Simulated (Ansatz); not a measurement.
# Lattice dynamics of Y2C monolayer, part 2 of 3

Task: relax Y2C monolayer, then find its harmonic phonons.

Ansatz 0.2.0; DFT PBEsol, scalar-relativistic, plane waves, PAW.

So far. Step 2 (Coarse relaxation): The program solves this slab on a cell height of its own, 28.6 Å, in place of the one typed.

## 4. Relaxing to small forces for the phonons

Phonons need a cell at rest on their own settings, so the relaxation is repeated with tight tolerances on forces and stress, using the mesh and the filling of the phonon run that follows.

Contents of input.yaml:

```yaml
crystal:
  lattice:
    - [3.5035729779, 0.0, 0.0]
    - [-1.7517864889, 3.0341832029, 0.0]
    - [0.0, 0.0, 28.6]
  atoms:
    - { symbol: C, position: [0.0, 0.0, 0.3496503497] }
    - { symbol: "Y", position: [0.3333333333, 0.6666666667, 0.3965868401] }
    - { symbol: "Y", position: [0.6666666667, 0.3333333333, 0.3027138593] }
  periodic: [true, true, false]
kpoints:
  mp_grid: { grid: [18, 18, 1] }
hamiltonian:
  xc: pbesol
scf:
  occupations: { method: methfessel_paxton, width: 0.15 }
output:
  forces: true
  stress: true
  eigenvalues: true
  write_density: true
  write_potential: true
  elf: true
  volumetric_format: npy
relax:
  adjacent_minimum: "off"
  f_tol: 0.001
  max_steps: 60
  cell: { stress_2d_tol: 0.002 }
```

Run with:

```sh
> ansatz run input.yaml --threads 8 --pin off --max-ram 14336MiB --backend cpu --events-out ev --progress --plain --runs-dir out
```

Numbers of over 12 decimals in the logs are rounded to 6 here.

What it wrote:

```text
[...]
Crystal: 3 atoms, lattice volume = 304.032 Å³
Basis set: ecut = 420 eV, 5885 PW (Γ), exchange–correlation on 48×48×384 points (8 copies of the dense FFT grid, shifted against one another)
Bands: 17, of which v1, the nominal top of the filled ones, is band 13 counted from 1 (12 counted from 0)
Symmetry: 12 space group operations
[...]
k-points: 37 of 324
[...]
--- Relaxed structure (4 steps of the walk, 3 accepted, 1 SCFs on fresh bases) ---
[...]
cell:  # Å, volume = 303.6716 Å³
    - [3.501497, -2.8850464353577932e-11, 0]
    - [-1.750749, 3.032385, 0]
    - [0, 0, 28.6]
  atoms:
    - { symbol: C, position: [0, 0, 0.349650] }
    - { symbol: Y, position: [0.333333, 0.666667, 0.396600] }
    - { symbol: Y, position: [0.666667, 0.333333, 0.302701] }
[key lines of the parts left out:]
SCF converged after 7 iterations
Free energy (F): -7836.702733 eV
Fermi energy:    -3.918426 eV
P = ½ c Tr σ = -0.0007 N/m
```

It took 16 s on 8 threads of Arm Neoverse V1, shared host; peak memory 0.83 GiB; 92 s of CPU time.

Little changed from the start: no atom moved by 0.005 Å and no cell edge by 0.1 %.

This step gave:

- area per atom: 3.539 Å²

Valence density in the ac plane at fractional y = 0.000, with atoms of C within 0.2 Å of it. It is the smooth field of the valence electrons, not physical close to the nuclei.

Values in e/Å³, 24 rows by 14 columns, each cell a mean:
```
0.0 0.0 0.0 0.0 0.0 0.0 0.0 0.0 0.0 0.0 0.0 0.0 0.0 0.0
0.0 0.0 0.0 0.0 0.0 0.0 0.0 0.0 0.0 0.0 0.0 0.0 0.0 0.0
0.0 0.0 0.0 0.0 0.0 0.0 0.0 0.0 0.0 0.0 0.0 0.0 0.0 0.0
0.0 0.0 0.0 0.0 0.0 0.0 0.0 0.0 0.0 0.0 0.0 0.0 0.0 0.0
0.0 0.0 0.0 0.0 0.0 0.0 0.0 0.0 0.0 0.0 0.0 0.0 0.0 0.0
0.0 0.0 0.0 0.0 0.0 0.0 0.0 0.0 0.0 0.0 0.0 0.0 0.0 0.0
0.0 0.0 0.0 0.0 0.0 0.0 0.0 0.0 0.0 0.0 0.0 0.0 0.0 0.0
0.0 0.0 0.0 0.0 0.0 0.0 0.0 0.0 0.0 0.0 0.0 0.0 0.0 0.0
0.0 0.0 0.0 0.0 0.0 0.0 0.0 0.0 0.0 0.0 0.0 0.0 0.0 0.0
0.0 0.0 0.0 0.0 0.0 0.0 0.0 0.0 0.0 0.0 0.0 0.0 0.0 0.0
0.0 0.0 0.0 0.0 0.0 0.0 0.0 0.0 0.0 0.0 0.0 0.0 0.0 0.0
0.0 0.0 0.0 0.0 0.0 0.0 0.0 0.0 0.0 0.0 0.0 0.0 0.0 0.0
0.0 0.0 0.0 0.0 0.0 0.0 0.0 0.0 0.0 0.0 0.0 0.0 0.0 0.0
0.1 0.1 0.1 0.1 0.1 0.1 0.1 0.1 0.1 0.1 0.1 0.1 0.1 0.1
0.3 0.3 0.3 0.2 0.2 0.3 0.4 0.4 0.3 0.3 0.2 0.2 0.3 0.3
1.5 1.4 1.1 0.6 0.4 0.2 0.2 0.2 0.2 0.2 0.4 0.7 1.1 1.5
0.4 0.4 0.3 0.2 0.2 0.3 0.4 0.4 0.3 0.3 0.2 0.3 0.3 0.4
0.1 0.1 0.1 0.1 0.1 0.1 0.1 0.1 0.1 0.1 0.1 0.1 0.1 0.1
0.0 0.0 0.0 0.0 0.0 0.0 0.0 0.0 0.0 0.0 0.0 0.0 0.0 0.0
0.0 0.0 0.0 0.0 0.0 0.0 0.0 0.0 0.0 0.0 0.0 0.0 0.0 0.0
0.0 0.0 0.0 0.0 0.0 0.0 0.0 0.0 0.0 0.0 0.0 0.0 0.0 0.0
0.0 0.0 0.0 0.0 0.0 0.0 0.0 0.0 0.0 0.0 0.0 0.0 0.0 0.0
0.0 0.0 0.0 0.0 0.0 0.0 0.0 0.0 0.0 0.0 0.0 0.0 0.0 0.0
0.0 0.0 0.0 0.0 0.0 0.0 0.0 0.0 0.0 0.0 0.0 0.0 0.0 0.0
```
Columns run along a (3.5 Å), rows up along c (28.6 Å). Atoms in or near the plane, at fractional coordinates: C at (0.00, 0.35).

Electrostatic potential energy in the ac plane at fractional y = 0.000, with atoms of C within 0.2 Å of it. With pseudopotentials it is smooth inside the atoms' cores, unlike the true potential.

Ten even steps from '_' (-13 eV) to '@' (0 eV), each cell a mean:
```
@@@@@@@@@@@@@@@@@@@@@@@@@@@@
@@@@@@@@@@@@@@@@@@@@@@@@@@@@
@@@@@@@@@@@@@@@@@@@@@@@@@@@@
@@@@@@@@@@@@@@@@@@@@@@@@@@@@
@@@@@@@@@@@@@@@@@@@@@@@@@@@@
@@@@@@@@@@@@@@@@@@@@@@@@@@@@
@@@@@@@@@@@@@@@@@@@@@@@@@@@@
@@@@@@@@@@@@@@@@@@@@@@@@@@@@
@@@@@@@@@@@@@@@@@@@@@@@@@@@@
@@@@@@@@@@@@@@@@@@@@@@@@@@@@
@@@@@@@@@@@@@@@@@@@@@@@@@@@@
@@@@@@@@@@@@@@@@@@@@@@@@@@@@
@@@@@@@@@@@@@@@@@@@@@@@@@@@@
%%%%%%##**++++==++++**##%%%%
######**==::______::==**####
______==####******##**--____
********==::____..::==******
%%%%####**++======++**##%%%%
@@@@@@@@@@@@@@@@@@@@@@@@@@@@
@@@@@@@@@@@@@@@@@@@@@@@@@@@@
@@@@@@@@@@@@@@@@@@@@@@@@@@@@
@@@@@@@@@@@@@@@@@@@@@@@@@@@@
@@@@@@@@@@@@@@@@@@@@@@@@@@@@
@@@@@@@@@@@@@@@@@@@@@@@@@@@@
```
Columns run along a (3.5 Å; values clipped at the 3rd and 97th percentile), rows up along c (28.6 Å). Atoms in or near the plane, at fractional coordinates: C at (0.00, 0.35).

ELF in the ac plane at fractional y = 0.000, with atoms of C within 0.2 Å of it. It is the smooth field of the valence electrons, not physical close to the nuclei.

Values, 24 rows by 14 columns, each cell a mean:
```
0.00 0.00 0.00 0.00 0.00 0.00 0.00 0.00 0.00 0.00 0.00 0.00 0.00 0.00
0.00 0.00 0.00 0.00 0.00 0.00 0.00 0.00 0.00 0.00 0.00 0.00 0.00 0.00
0.00 0.00 0.00 0.00 0.00 0.00 0.00 0.00 0.00 0.00 0.00 0.00 0.00 0.00
0.00 0.00 0.00 0.00 0.00 0.00 0.00 0.00 0.00 0.00 0.00 0.00 0.00 0.00
0.00 0.00 0.00 0.00 0.00 0.00 0.00 0.00 0.00 0.00 0.00 0.00 0.00 0.00
0.00 0.00 0.00 0.00 0.00 0.00 0.00 0.00 0.00 0.00 0.00 0.00 0.00 0.00
0.00 0.00 0.00 0.00 0.00 0.00 0.00 0.00 0.00 0.00 0.00 0.00 0.00 0.00
0.00 0.00 0.00 0.00 0.00 0.00 0.00 0.00 0.00 0.00 0.00 0.00 0.00 0.00
0.00 0.00 0.00 0.00 0.00 0.00 0.00 0.00 0.00 0.00 0.00 0.00 0.00 0.00
0.00 0.00 0.00 0.00 0.00 0.00 0.00 0.00 0.00 0.00 0.00 0.00 0.00 0.00
0.02 0.02 0.02 0.02 0.02 0.02 0.02 0.02 0.02 0.02 0.02 0.02 0.02 0.02
0.21 0.20 0.20 0.19 0.18 0.17 0.17 0.17 0.17 0.18 0.18 0.19 0.20 0.21
0.59 0.58 0.54 0.49 0.43 0.39 0.36 0.35 0.37 0.40 0.45 0.50 0.55 0.58
0.53 0.47 0.34 0.21 0.14 0.13 0.14 0.15 0.13 0.13 0.15 0.24 0.37 0.49
0.63 0.58 0.45 0.28 0.17 0.21 0.31 0.36 0.29 0.19 0.19 0.32 0.48 0.59
0.35 0.54 0.75 0.77 0.60 0.34 0.16 0.12 0.19 0.39 0.65 0.78 0.72 0.48
0.64 0.60 0.48 0.31 0.19 0.21 0.30 0.35 0.28 0.19 0.21 0.35 0.51 0.61
0.52 0.45 0.33 0.20 0.13 0.12 0.14 0.16 0.14 0.12 0.14 0.23 0.35 0.47
0.60 0.59 0.55 0.49 0.43 0.38 0.35 0.35 0.36 0.39 0.45 0.51 0.56 0.59
0.23 0.22 0.22 0.21 0.20 0.19 0.19 0.18 0.19 0.19 0.20 0.21 0.22 0.22
0.02 0.02 0.02 0.02 0.02 0.02 0.02 0.02 0.02 0.02 0.02 0.02 0.02 0.02
0.00 0.00 0.00 0.00 0.00 0.00 0.00 0.00 0.00 0.00 0.00 0.00 0.00 0.00
0.00 0.00 0.00 0.00 0.00 0.00 0.00 0.00 0.00 0.00 0.00 0.00 0.00 0.00
0.00 0.00 0.00 0.00 0.00 0.00 0.00 0.00 0.00 0.00 0.00 0.00 0.00 0.00
```
Columns run along a (3.5 Å), rows up along c (28.6 Å). Atoms in or near the plane, at fractional coordinates: C at (0.00, 0.35).

The largest force component left is 0.018 meV/Å, within the tolerances set.

## 5. Linear response at the zone centre

The zone centre comes first: it holds the modes that light can see, as far as symmetry allows. No field response is asked, since the mesh shows no gap.

input.yaml, the sections that differ from step 4:

```yaml
crystal:
  lattice:
    - [3.501497109, 0.0, 0.0]
    - [-1.7507485545, 3.0323854477, 0.0]
    - [0.0, 0.0, 28.6]
  atoms:
    - { symbol: C, position: [0.0, 0.0, 0.3496503497] }
    - { symbol: "Y", position: [0.3333333333, 0.6666666667, 0.3966000098] }
    - { symbol: "Y", position: [0.6666666667, 0.3333333333, 0.3027006896] }
  periodic: [true, true, false]
output:
  eigenvalues: true
phonons:
  method: dfpt
# kpoints, hamiltonian, scf: as in step 4
# relax: removed
```

What it wrote:

```text
Warning: crystal.symmetry: narrowed to the stabiliser of the run's FFT grids — unitary ops 12 → 6. A phonons.method: dfpt run fills in the rows of the dynamical matrix that it does not solve by its symmetry operations, which is exact only for operations that map its FFT grids onto themselves: filled in by any other, the frequencies could depend on the order in which like atoms are typed, or, by more than the grids' own error, on where the crystal sits among the grids' points. Excluded: 6 operations. The run can therefore solve more perturbations, solve them on more k-points, or both, and cost more. [rest of the remark cut]
[...]
Crystal: 3 atoms, lattice volume = 303.672 Å³
Basis set: ecut = 420 eV, 5885 PW (Γ), exchange–correlation on 48×48×384 points (8 copies of the dense FFT grid, shifted against one another)
Bands: 17, of which v1, the nominal top of the filled ones, is band 13 counted from 1 (12 counted from 0)
Symmetry: 12 space group operations
k-points: 91 of 324 (irreducible under 2 space group operations, time reversal used)
[...]
SCF iter   1: F=—  HF=-7836.723505 eV  |F-HF|=—  |Δ(HF+E_count)|=         —  Δρ=4.82e-3  dr2=1.44e-1  ethr=1.77e-3  ⟨swp⟩=9.1  Hψ=11270  notcnv=0
[...]
SCF iter  11: F=-7836.702733 eV  HF=-7836.702733 eV  |F-HF|=2.18e-11  |Δ(HF+E_count)|=  4.47e-10  S|Δr|=    0.00e0  Δρ=3.79e-8  dr2=5.83e-12  ethr=1.00e-12  ⟨swp⟩=12.0  Hψ=11523  notcnv=0
SCF 1 converged in 11 iterations: F = -7836.702733 eV  dr2 = 5.83e-12
[...]
DFPT response loops at Γ: preconditioner auto → none (partly filled bands, converged f_vac=0.701); β = 0.50; Broyden in place of MSR1
SCF converged after 11 iterations
[...]
Free energy (F): -7836.702733 eV
[...]
Internal energy: -7836.705985 eV  (E = F + TS)
E sigma→0 (E₀):  -7836.703546 eV
Entropy (-TS):   0.003252 eV (1.084 meV/atom)
Fermi energy:    -3.918425 eV
[...]
--- Band table (eV; the first three rows and the last of 91) ---
  k-point 0: bands = [... 9 lower, -7.9838, -5.4675, -5.4675, -5.0012, -4.2185, -2.6570, -1.8481, -1.8481]
  k-point 1: bands = [... 9 lower, -7.9125, -5.6774, -5.4526, -4.8140, -4.2091, -2.6198, -2.0274, -1.7882]
  k-point 2: bands = [... 9 lower, -7.7082, -6.0080, -5.4138, -4.5499, -4.1724, -2.5641, -2.3947, -1.6154]
  k-point 90: bands = [... 9 lower, -6.6785, -6.0372, -5.7195, -3.7618, -3.4956, -3.0047, -2.3796, -0.8121]
--- Phonons (Γ-DFPT): 6 representative perturbations + reference, on 91 of 324 k-points (Σ response iterations 29) ---
  ASR residual: 1.373e-4 → 0.000e0 eV/Å²; symmetrization residual: 6.626e-6 eV/Å²
  The last average, over the group as it would stand without the narrowing to the FFT grids, took up to 1.119e-7 eV/Å² of the zone centre's force constants
  ASR residual per site (eV/Å²): 1.37e-4 2.55e-5 2.53e-5
  Γ frequencies (cm⁻¹): 0.00 0.00 0.00 135.04 135.04 211.46 261.92 414.88 414.88
  non-analytic LO–TO correction: not included (Born effective charges unavailable; polar crystals: no LO–TO splitting at Γ)
```

Elapsed: 69 s, on 8 threads; peak memory 2 GiB; 6.9 min of CPU time.

This step gave:

```
sum-rule residual before enforcement                    : 1.37e-4 eV/Å²
point group                                             : -3m
highest optical mode at the zone centre (no LO-TO term) : 414.9 cm⁻¹
lowest optical zone-centre mode                         : 135.0 cm⁻¹
```

Patterns of degenerate modes are one choice out of their space. Modes at Γ, with each element's share of the kinetic energy:

```
mode  frequency (cm⁻¹)  symmetry  C %  Y %
   1               0.0  acoustic    6   94
   2               0.0  acoustic    6   94
   3               0.0  acoustic    6   94
   4             135.0        Eg    0  100
   5             135.0        Eg    0  100
   6             211.5       A1g    0  100
   7             261.9       A2u   94    6
   8             414.9        Eu   94    6
   9             414.9        Eu   94    6
```

Displacements in mode 5 (135.0 cm⁻¹), the largest set to 1:
```
C1   0.00  0.00  0.00
Y2  -1.00 -0.81  0.00
Y3   1.00  0.81  0.00
```

Displacements in mode 7 (261.9 cm⁻¹), the largest set to 1:
```
C1   0.00  0.00  1.00
Y2   0.00  0.00 -0.07
Y3   0.00  0.00 -0.07
```

Before it was imposed, the acoustic sum rule was missed by 1.4e-4 eV/Å². Small misses are needed for a sound result but don't prove that mesh and cutoff are converged. The lowest optical mode is real, 135 cm⁻¹.

(Part 2 of 3 ends here.)

[Logs are printed without paths, hosts, clocks, repeated set-up lines and the standing remarks that a program may print on its own settings, such as how far it seeks lower states.]

[Hosts, paths, dates, database ids (printed as entryN), source tags and the programs' standing remarks are cut or masked in the printed files.]
